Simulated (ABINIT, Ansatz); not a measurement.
Computed results, one entry a study.

Quasiparticle gap of SiC (P6_3mc) in ABINIT. Symmetry: P6_3mc, No. 186, hexagonal system. Conventional cell: a = 3.076 Å, b = 3.076 Å, c = 10.071 Å, α = 90.00°, β = 90.00°, γ = 120.00°. Nearest to Si lie 4 C at 1.88 to 1.89 Å. Si has 4 C at 1.88 to 1.89 Å nearest. C has 4 Si at 1.88 to 1.89 Å nearest. Nearest to C lie 4 Si at 1.88 to 1.89 Å. Farther neighbours, and contacts between anions beyond the nearest, are not listed. The calculation used RPA screening on PBE, plane waves, norm-conserving pseudopotentials (and 2 further levels or steps) in ABINIT 10.8.3, with cutoff 37 Ha, PseudoDojo scalar-relativistic 0.4.1 standard, norm-conserving, ngkpt (6, 6, 2), nband 545, ecuteps 10 Ha, inclvkb 2, shiftk (0, 0, 0), symchi 1, awtr 1, frequency ppm, 6×6×2 k-mesh. The PBE gap is 2.23 eV, indirect, the G0W0 gap on the mesh is 3.00 eV and the GW settings are 6×6×2 mesh, 545 bands, screening to 272.1 eV, Godby-Needs plasmon pole. The known limits are short of the basis limit. It took 5 runs, 59 min in all on 16 MPI ranks of Arm Neoverse N1, shared host. G0W0 moves the gap on the mesh from 2.23 eV to 3.00 eV (+0.77 eV), with Z of 0.79 and 0.82 at the edges. Local fields lower the RPA ε∞ on this mesh from 7.61 to 6.96. The program's warnings: nproc spkpt=  >= nkpt= * nsppol=. The cell and positions are those that the Materials Project relaxed with its own functionals (PBE, PBE+U or r2SCAN), kept fixed.

```xyz
8
Lattice="3.0757 0.0000 0.0000 -1.5378 2.6636 0.0000 0.0000 0.0000 10.0706" Properties=species:S:1:pos:R:3 pbc="T T T"
Si    1.5378    0.8879    9.4447
Si    0.0000    1.7758    4.4094
Si    0.0000    0.0000    6.9275
Si    0.0000    0.0000    1.8922
C     1.5378    0.8879    7.5510
C     0.0000    1.7758    2.5157
C     0.0000    0.0000    5.0400
C     0.0000    0.0000    0.0046
```

[Long decimals in the printed logs are rounded to 6 places.]

[Logs are printed without paths, hosts, clocks, repeated set-up lines and the standing remarks that a program may print on its own settings, such as how far it seeks lower states.]

[Paths, hosts, dates, memory and timing lines, banners, echoed tables and standing remarks are left out of the program output; an Ansatz launch command may be rebuilt from the run's recorded settings. Measured values are a selection of at most five: reports struck by readers or far from the other reports are left out. None is set beside runs whose start may be inverted or whose files or cutoffs have a known fault.]

[Runs of the session that timed out or met a known fault of the program may be left out.]

[Hosts, paths, dates, database ids (printed as entryN), source tags and the programs' standing remarks are cut or masked in the printed files.]

[G0W0 gaps are taken among the corrected bands and points alone; a level outside them can change the order at an edge.]

[Where Ansatz stands beside ABINIT at settings called matched, ABINIT's density can come from a denser mesh and the files from another edition; pairs whose starting gaps differed by over 0.03 eV were left out, so agreement reads better than it is.]
